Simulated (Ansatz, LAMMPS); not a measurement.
# Gap against volume in glassy CaAl2Si2O8 (117 atoms)

Density of this cell: 2.63 g/cm³. The cell holds 117 atoms: 18 Al, 9 Ca, 72 O and 18 Si. Its edges and angles: a = 11.681 Å, b = 11.629 Å, c = 11.688 Å, α = 87.2°, β = 87.1°, γ = 92.0°. The starting structure: 117 atoms (18 Al, 9 Ca, 72 O, 18 Si) placed at random at 2.71 g/cm³, melted at 4500 K for 20 ps at fixed volume with the Morse and Coulomb pair potential with partial charges (Pedone, Malavasi, Menziani, Cormack and Segre, J. Phys. Chem. B 110, 11780 (2006)). Quenched from 4500 K to 300 K at 20 K/ps and fixed volume, held 5 ps. The density is a measured one.

Calculated with Ansatz 0.2.0: Kohn-Sham DFT, PBE, PAW (set soft_2), plane waves; cutoff 420 eV, Γ point, gaussian smearing of 0.05 eV. The relaxed cell was scaled evenly and the atoms were relaxed at each volume. The gap is that between the highest filled and the lowest empty Kohn-Sham level on the run's k-points.

| volume (Å³/atom) | gap (eV) |
| --- | --- |
| 12.174 | 4.052 |
| 12.715 | 4.125 |
| 13.120 | ? |
| 13.526 | 3.909 |
| 13.932 | 3.767 |
| 14.338 | 3.639 |

Task: Fit a straight line in ln V to the rows given and interpolate to the withheld row.

**Working.**

A volume deformation potential makes the spacing linear in u = ln(V/V0), with V0 = 13.526 Å³ the relaxed volume; v is the spacing.

```
u = ln(V/V0)  v (eV)
   -0.105360  4.0523
  -0.0618751  4.1253
           0  3.9091
   0.0295595  3.7673
   0.0582687  3.6394
```

With n = 5: mean u = -0.0158814, mean v = 3.89868, Σ(u − ū)² = 0.017937, Σ(u − ū)(v − v̄) = -0.049199. Slope b = -0.049199 / 0.017937 = -2.7429; intercept a = v̄ − b ū = 3.8551.

At the withheld volume u = -0.03046, and v = a + b u.

Prediction at 13.120: 3.939 eV. The run gave 4.043 eV, so the fit is low by 0.10 eV (2.6 % of the value).

The rows follow a line only loosely (correlation 0.90 in size over all rows, under the 0.97 asked here), so the slope of -2.74 eV is a mean trend and no deformation potential. Among the rows given, the largest miss of the fit is at 12.715, by 0.10 eV (21 % of the range of the table).

Limits: The table spans 16 % in volume, wide for a linear law. Semilocal functionals tend to put gaps under measured ones. Only the Γ point is sampled. Atoms move by up to 1.2 Å in these relaxations, so the structure changes along the series. Defect or tail levels can set the spacing of a disordered cell.

[Logs are printed without paths, hosts, clocks, repeated set-up lines and the standing remarks that a program may print on its own settings, such as how far it seeks lower states.]

[Hosts, paths, dates, database ids (printed as entryN), source tags and the programs' standing remarks are cut or masked in the printed files.]
